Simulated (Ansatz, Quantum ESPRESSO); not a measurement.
# Ballistic transmission: Cu(111) with five reversed steps (a twin lamella), part 3 of 4

Wanted: the transmission near the Fermi level and the conductance of this junction: Cu(111) with five reversed steps (a twin lamella).

Quantum ESPRESSO 7.5; plane-wave DFT, LDA, GBRV ultrasoft pseudopotentials; cross-check by Ansatz 0.2.0 with PAW datasets.

So far. Step 2 (Self-consistent run): The run needed 14 iterations to bring the estimated error under 1e-07 Ry; the largest force on any atom, held or free, is 0.02 eV/Å. Step 3 (The open system): At no point does T exceed the number of channels.

## 4. The open system, with ewind = 6.0 and epsproj = 1e-07

Level of this step: transmission by pwcond, lead and junction from one cell; plane-wave DFT, LDA, GBRV ultrasoft pseudopotentials (Quantum ESPRESSO).

A sensitivity test on the input.

cond.w.in reads:

```
&inputcond
  outdir = './out'
  prefixt = 'scf'
  tran_file = 'cond.w.dat'
  bdl = 2.4494897430
  bds = 15.5134350387
  ikind = 1
  ewind = 6.0
  epsproj = 1e-07
  nz1 = 7
  energy0 = 0.4
  denergy = -0.4
/
14
  0.00000000 0.00000000 0.01000000
  0.00000000 0.10000000 0.06000000
  0.00000000 0.20000000 0.06000000
  0.00000000 0.30000000 0.06000000
  0.00000000 0.40000000 0.06000000
  0.00000000 0.50000000 0.03000000
  0.10000000 0.20000000 0.06000000
  0.10000000 0.30000000 0.12000000
  0.10000000 0.40000000 0.12000000
  0.10000000 0.50000000 0.12000000
  0.20000000 0.40000000 0.06000000
  0.20000000 0.50000000 0.12000000
  0.20000000 0.60000000 0.06000000
  0.30000000 0.60000000 0.06000000
3
```

On the command line:

```
$ OMP_NUM_THREADS=1 mpirun -n 4 pwcond.x -in cond.w.in > cond.w.out
```

Log:

```text
[banner, memory and clock lines left out]
Program PWCOND v.7.5 starts
[citation notice left out]

[...]
./out/scf.save/

     IMPORTANT: XC functional enforced from input :
     Exchange-correlation= PZ
                           (   1   1   0   0   0   0   0)
     Any further DFT definition will be discarded
     Please, verify this is what you really want

     Check: negative core charge=   -0.000002
     Reading collected, re-writing distributed wavefunctions

===== INPUT FILE containing all the regions =====

     GEOMETRY:

     lattice parameter (alat)  =       4.8639  a.u.
     the volume                =    1545.9461 (a.u.)^3
     the cross section         =      20.4881 (a.u.)^2
     l of the unit cell        =      15.5134 (alat)
     number of atoms/cell      =           19
     number of atomic types    =            1

     crystal axes: (cart. coord. in units of alat)
               a(1) = (  1.0000  0.0000  0.0000 )
               a(2) = (  0.5000  0.8660  0.0000 )
               a(3) = (  0.0000  0.0000 15.5134 )

   Cartesian axes

     site n.     atom                  positions (alat units)
          1        Cu     tau(  1)=(  0.0000  0.0000 15.5134  )
          2        Cu     tau(  2)=(  0.5000  0.2887  0.8165  )
          3        Cu     tau(  3)=(  1.0000  0.5774  1.6330  )
          4        Cu     tau(  4)=(  0.0000  0.0000  2.4495  )
          5        Cu     tau(  5)=(  0.5000  0.2887  3.2660  )
          6        Cu     tau(  6)=(  1.0000  0.5774  4.0825  )
          7        Cu     tau(  7)=(  0.5000  0.2887  4.8990  )
          8        Cu     tau(  8)=(  0.0000  0.0000  5.7155  )
          9        Cu     tau(  9)=(  1.0000  0.5774  6.5320  )
         10        Cu     tau( 10)=(  0.5000  0.2887  7.3485  )
         11        Cu     tau( 11)=(  0.0000  0.0000  8.1650  )
         12        Cu     tau( 12)=(  0.5000  0.2887  8.9815  )
         13        Cu     tau( 13)=(  1.0000  0.5774  9.7980  )
         14        Cu     tau( 14)=(  0.0000  0.0000 10.6145  )
         15        Cu     tau( 15)=(  0.5000  0.2887 11.4310  )
         16        Cu     tau( 16)=(  1.0000  0.5774 12.2474  )
         17        Cu     tau( 17)=(  0.0000  0.0000 13.0639  )
         18        Cu     tau( 18)=(  0.5000  0.2887 13.8804  )
         19        Cu     tau( 19)=(  1.0000  0.5774 14.6969  )

     nr1s                      =           20
     nr2s                      =           20
     nr3s                      =          320
     nr1sx                     =           20
     nr2sx                     =           20
     nr3sx                     =          320
     nr1                       =           24
     nr2                       =           24
     nr3                       =          360
     nr1x                      =           24
     nr2x                      =           24
     nr3x                      =          360

 _______________________________
  Radii of nonlocal spheres:

     type       ibeta     ang. mom.          radius (alat units)
       Cu         1         0                    0.3212
       Cu         2         0                    0.3212
       Cu         3         1                    0.3212
       Cu         4         1                    0.3212
       Cu         5         2                    0.3212
       Cu         6         2                    0.3212
----- General information -----

--- T calc. with identical leads (ikind=1) ---

     nrx                       =           20
     nry                       =           20
     nz1                       =            7

     energy0               =         4.0E-01
     denergy               =        -4.0E-01
     nenergy               =          3
     ecut2d                =         4.0E+01
     ewind                 =         6.0E+00
     epsproj               =         1.0E-07

     number of k_|| points=   14
                       cryst. coord.
        k(    1) = (   0.0000000   0.0000000), wk =   0.0100000
        k(    2) = (   0.0000000   0.1000000), wk =   0.0600000
[...]
k(   14) = (   0.3000000   0.6000000), wk =   0.0600000
----- Information about left/right lead -----

     nocros                   =           18
     noins                    =           36
     norb                     =           72
     norbf                    =          306
     nrz                      =           51

      iorb      type   ibeta   ang. mom.   m       position (alat)
        1        1       1        0        1   taunew(   1)=(  0.0000  0.0000  0.0000)
        2        1       2        0        1   taunew(   2)=(  0.0000  0.0000  0.0000)
[...]
72        1       6        2        5   taunew(  72)=(  0.0000  0.0000  2.4495)
    k slab    z(k)  z(k+1)     crossing(iorb=1,norb)
    1   0.0000 0.0480 0.0480   111111111111111111000000000000000000000000000000000000000000000000000000
    2   0.0480 0.0961 0.0480   111111111111111111000000000000000000000000000000000000000000000000000000
[...]
51   2.4015 2.4495 0.0480   000000000000000000000000000000000000000000000000000000111111111111111111
----- Information about scattering region -----

     noins                    =          270
     norb                     =          306
     norbf                    =          306
     nrz                      =          269

      iorb      type   ibeta   ang. mom.   m       position (alat)
        1        1       1        0        1   taunew(   1)=(  0.0000  0.0000 -0.0000)
        2        1       2        0        1   taunew(   2)=(  0.0000  0.0000 -0.0000)
[...]
306        1       6        2        5   taunew( 306)=(  0.0000  0.0000 13.0639)
 ngper, shell number =           61           9
 ngper, n2d =           61          61
---  E-Ef =    0.4000000  k =    0.0000000   0.0000000
---  ie =          1  ik =          1
 Nchannels of the left tip =            0
 Right moving states:
   k1(2pi/a)   k2(2pi/a)   E-Ef (eV)
 Left moving states:
   k1(2pi/a)   k2(2pi/a)   E-Ef (eV)

 to transmit
          E-Ef(ev), T =    0.4000000   0.0000000
---  E-Ef =    0.0000000  k =    0.0000000   0.0000000
---  ie =          2  ik =          1
 Nchannels of the left tip =            0
 Right moving states:
   k1(2pi/a)   k2(2pi/a)   E-Ef (eV)
 Left moving states:
   k1(2pi/a)   k2(2pi/a)   E-Ef (eV)

 to transmit
          E-Ef(ev), T =    0.0000000   0.0000000
---  E-Ef =   -0.4000000  k =    0.0000000   0.0000000
---  ie =          3  ik =          1
 Nchannels of the left tip =            0
 Right moving states:
   k1(2pi/a)   k2(2pi/a)   E-Ef (eV)
 Left moving states:
   k1(2pi/a)   k2(2pi/a)   E-Ef (eV)

 to transmit
          E-Ef(ev), T =   -0.4000000   0.0000000
 ngper, shell number =           61          35
 ngper, n2d =           61          61
[... further energies and points left out ...]
---  E-Ef =    0.4000000  k =    0.3000000   0.6000000
---  ie =          1  ik =         14
 Nchannels of the left tip =            0
 Right moving states:
   k1(2pi/a)   k2(2pi/a)   E-Ef (eV)
 Left moving states:
   k1(2pi/a)   k2(2pi/a)   E-Ef (eV)

 to transmit
          E-Ef(ev), T =    0.4000000   0.0000000
---  E-Ef =    0.0000000  k =    0.3000000   0.6000000
---  ie =          2  ik =         14
 Nchannels of the left tip =            0
 Right moving states:
   k1(2pi/a)   k2(2pi/a)   E-Ef (eV)
 Left moving states:
   k1(2pi/a)   k2(2pi/a)   E-Ef (eV)

 to transmit
          E-Ef(ev), T =    0.0000000   0.0000000
---  E-Ef =   -0.4000000  k =    0.3000000   0.6000000
---  ie =          3  ik =         14
 Nchannels of the left tip =            0
 Right moving states:
   k1(2pi/a)   k2(2pi/a)   E-Ef (eV)
 Left moving states:
   k1(2pi/a)   k2(2pi/a)   E-Ef (eV)

 to transmit
          E-Ef(ev), T =   -0.4000000   0.0000000
   T_tot     0.40000      0.15863E+01
   T_tot     0.00000      0.17023E+01
   T_tot    -0.40000      0.14518E+01

[...]
```

It took 47 s on 4 MPI ranks of Arm Neoverse V2, shared host; peak memory 0.27 GiB.

Beside the run it was changed from:

```
                                  quantity  this run  unchanged run  difference
 transmission at the Fermi level, one spin    0.8512         0.8503      8.5e-4
lead channels at the Fermi level, one spin      0.87           0.87           0
                             wall time (s)        47             48
```

Over all energies T moves by up to 8.5e-4, at 0 eV.

The physical values in this table move by up to 0.099 %.

## 5. Transmission with pwcond.x, with ikind = 2

Another try, with an input changed as a hurried user might.

cond.bad.in reads:

```
&inputcond
  outdir = './out'
  prefixt = 'scf'
  tran_file = 'cond.bad.dat'
  bdl = 2.4494897430
  bds = 15.5134350387
  ikind = 2
  ewind = 4.0
  epsproj = 1e-05
  nz1 = 7
  energy0 = 0.4
  denergy = -0.4
/
14
  0.00000000 0.00000000 0.01000000
  0.00000000 0.10000000 0.06000000
  0.00000000 0.20000000 0.06000000
  0.00000000 0.30000000 0.06000000
  0.00000000 0.40000000 0.06000000
  0.00000000 0.50000000 0.03000000
  0.10000000 0.20000000 0.06000000
  0.10000000 0.30000000 0.12000000
  0.10000000 0.40000000 0.12000000
  0.10000000 0.50000000 0.12000000
  0.20000000 0.40000000 0.06000000
  0.20000000 0.50000000 0.12000000
  0.20000000 0.60000000 0.06000000
  0.30000000 0.60000000 0.06000000
3
```

On the command line:

```
$ OMP_NUM_THREADS=1 mpirun -n 4 pwcond.x -in cond.bad.in > cond.bad.out
```

Log:

```text
[banner, memory and clock lines left out]
Program PWCOND v.7.5 starts

          URL

     ./out/scf.save/

     IMPORTANT: XC functional enforced from input :
     Exchange-correlation= PZ
                           (   1   1   0   0   0   0   0)
     Any further DFT definition will be discarded
     Please, verify this is what you really want

     Check: negative core charge=   -0.000002
     Reading collected, re-writing distributed wavefunctions

===== INPUT FILE containing all the regions =====

     GEOMETRY:

     lattice parameter (alat)  =       4.8639  a.u.
     the volume                =    1545.9461 (a.u.)^3
     the cross section         =      20.4881 (a.u.)^2
     l of the unit cell        =      15.5134 (alat)
     number of atoms/cell      =           19
     number of atomic types    =            1

     crystal axes: (cart. coord. in units of alat)
               a(1) = (  1.0000  0.0000  0.0000 )
               a(2) = (  0.5000  0.8660  0.0000 )
               a(3) = (  0.0000  0.0000 15.5134 )

   Cartesian axes

     site n.     atom                  positions (alat units)
          1        Cu     tau(  1)=(  0.0000  0.0000 15.5134  )
          2        Cu     tau(  2)=(  0.5000  0.2887  0.8165  )
          3        Cu     tau(  3)=(  1.0000  0.5774  1.6330  )
          4        Cu     tau(  4)=(  0.0000  0.0000  2.4495  )
          5        Cu     tau(  5)=(  0.5000  0.2887  3.2660  )
          6        Cu     tau(  6)=(  1.0000  0.5774  4.0825  )
          7        Cu     tau(  7)=(  0.5000  0.2887  4.8990  )
          8        Cu     tau(  8)=(  0.0000  0.0000  5.7155  )
          9        Cu     tau(  9)=(  1.0000  0.5774  6.5320  )
         10        Cu     tau( 10)=(  0.5000  0.2887  7.3485  )
         11        Cu     tau( 11)=(  0.0000  0.0000  8.1650  )
         12        Cu     tau( 12)=(  0.5000  0.2887  8.9815  )
         13        Cu     tau( 13)=(  1.0000  0.5774  9.7980  )
         14        Cu     tau( 14)=(  0.0000  0.0000 10.6145  )
         15        Cu     tau( 15)=(  0.5000  0.2887 11.4310  )
         16        Cu     tau( 16)=(  1.0000  0.5774 12.2474  )
         17        Cu     tau( 17)=(  0.0000  0.0000 13.0639  )
         18        Cu     tau( 18)=(  0.5000  0.2887 13.8804  )
         19        Cu     tau( 19)=(  1.0000  0.5774 14.6969  )

     nr1s                      =           20
     nr2s                      =           20
     nr3s                      =          320
     nr1sx                     =           20
     nr2sx                     =           20
     nr3sx                     =          320
     nr1                       =           24
     nr2                       =           24
     nr3                       =          360
     nr1x                      =           24
     nr2x                      =           24
     nr3x                      =          360

 _______________________________
  Radii of nonlocal spheres:

     type       ibeta     ang. mom.          radius (alat units)
       Cu         1         0                    0.3212
       Cu         2         0                    0.3212
       Cu         3         1                    0.3212
       Cu         4         1                    0.3212
       Cu         5         2                    0.3212
       Cu         6         2                    0.3212
[MPI's abort notice left out]

 %%%%%%%%%%%%%%%%%%%%%%%%%%%%%%%%%%%%%%%%%%%%%%%%%%%%%%%%%%%%%%%%%%%%%%%%%%%%%%
     Error in routine init_orbitals (1):
     Too big atomic spheres
 %%%%%%%%%%%%%%%%%%%%%%%%%%%%%%%%%%%%%%%%%%%%%%%%%%%%%%%%%%%%%%%%%%%%%%%%%%%%%%

     stopping ...
[the rest left out]
```

Elapsed: 0.98 s, on 4 MPI ranks; peak memory 0.09 GiB.

The input was rejected at the start.

The program's message: “Error in routine init_orbitals (1): Too big atomic spheres”

The change that led to it: inputcond.ikind = 2.

The message: “init_orbitals (1): Too big atomic spheres”. ikind = 2 asks for a second, right-hand lead, for which no boundary (bdr) or run was given; ikind = 1 fits one lead on both sides.

(Part 3 of 4 ends here.)

[Logs are printed without paths, hosts, clocks, repeated set-up lines and the standing remarks that a program may print on its own settings, such as how far it seeks lower states.]

[Hosts, paths, dates, database ids (printed as entryN), source tags and the programs' standing remarks are cut or masked in the printed files.]

[Maps of the electrostatic potential energy from Ansatz leave out the sawtooth potential of an applied field or a dipole correction, so their vacuum need not be flat; planar profiles and work functions include it.]
